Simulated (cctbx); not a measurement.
# Diagnosing a refinement

Cell a = 8.8790 Å, b = 10.1350 Å, c = 6.8240 Å, α = 90.00°, β = 90.00°, γ = 90.00°; space group Pbam (no. 55). The compound is NdCrGeS4O.

The data are simulated with cctbx, not measured: Mo Kα, λ = 0.71073 Å, to d = 0.77 Å, 50 % of the full sphere, strongest reflection 5000 counts, noise from counting, a 4 % proportional error and a noise floor of 4 counts (s.d.); no absorption.

An anisotropic refinement with weights 1/σ² prints:

```text
Rint 0.047, 162 unique reflections to 1.30 A
cycle     R1     wR2    GooF  max shift (A)
   1  0.0180  0.0429   1.033   0.01076
   2  0.0149  0.0353   0.850   0.00002
final R1 0.0149 wR2 0.0353 GooF 0.850  parameters 43  data/parameter 3.8
atom        x        y        z      Ueq    occ   su(xyz)  su(Uiso or U11)
Nd1    0.85631  0.17059  0.50000   0.0044  1.000  0.00011  0.0009
Ge1    0.61315  0.35859  0.00000   0.0037  1.000  0.00020  0.0015
Cr1    0.50000  0.00000  0.24623   0.0043  1.000  0.00042  0.0021
S1     0.50000  0.50000  0.20367   0.0080  1.000  0.00068  0.0035
S2     0.83253  0.42156  0.00000   0.0053  1.000  0.00054  0.0033
S3     0.39258  0.78030  0.23794   0.0043  1.000  0.00053  0.0023
O1     0.83145  0.45376  0.50000   0.0038  1.000  0.00118  0.0070  NPD
difference map: max 0.62 min -0.61 rms 0.13
Q1    0.0720  0.3468  0.0000    4    0.63  1.79 A from S3
Q2    0.1550  0.2236  0.5000    4    0.52  1.93 A from S3
Q3    0.2133  0.7870  0.2397    8    0.38  1.59 A from S3
Q4    0.0550  0.5533  0.0000    4    0.38  1.03 A from S2
Q5    0.2392  0.3673  0.5000    4    0.36  1.11 A from Nd1
Q6    0.2191  0.2625  0.0000    4    0.36  1.55 A from Ge1
```

**Question.** Can this result stand? If not, what is the likely fault?

Mend it. The fault: data cut at low resolution. Against the right model at the same level, R1 goes from 0.0226 to 0.0149 and GooF from 0.91 to 0.85 and O1 goes non-positive-definite. The atoms are right, but there are too few data for the parameters: R1 flatters and the s.u.s grow. Data per parameter fall from 17.3 to 3.8.

The compound is NdCrGeS4O. The right model at the same level gives:

```text
Rint 0.055, 743 unique reflections to 0.77 A
cycle     R1     wR2    GooF  max shift (A)
   1  0.0252  0.0581   1.033   0.00491
   2  0.0226  0.0513   0.911   0.00000
final R1 0.0226 wR2 0.0513 GooF 0.911  parameters 43  data/parameter 17.3
atom        x        y        z      Ueq    occ   su(xyz)  su(Uiso or U11)
Nd1    0.85628  0.17055  0.50000   0.0039  1.000  0.00004  0.0002
Ge1    0.61284  0.35851  0.00000   0.0045  1.000  0.00008  0.0004
Cr1    0.50000  0.00000  0.24594   0.0037  1.000  0.00018  0.0005
S1     0.50000  0.50000  0.20345   0.0070  1.000  0.00027  0.0008
S2     0.83298  0.42114  0.00000   0.0053  1.000  0.00019  0.0008
S3     0.39265  0.78020  0.23744   0.0053  1.000  0.00019  0.0006
O1     0.83145  0.45307  0.50000   0.0087  1.000  0.00061  0.0026
difference map: max 1.17 min -1.43 rms 0.33
Q1    0.0163  0.4215  0.0000    4    1.20  1.63 A from S2
Q2    0.1187  0.8561  0.1275    8    1.15  1.87 A from S1
Q3    0.0468  0.0357  0.3161    8    1.10  0.95 A from S1
Q4    0.1725  0.5020  0.1527    8    1.08  1.30 A from S2
Q5    0.1799  0.2197  0.1205    8    1.07  1.19 A from S3
Q6    0.1685  0.1408  0.2294    8    1.06  1.51 A from S3
```

The model is made up (kin elements in a known structure type, no relaxation), so it says nothing on whether the phase exists.

[Middle refinement cycles are left out of these outputs.]

[Logs are printed without paths, hosts, clocks, repeated set-up lines and the standing remarks that a program may print on its own settings, such as how far it seeks lower states.]
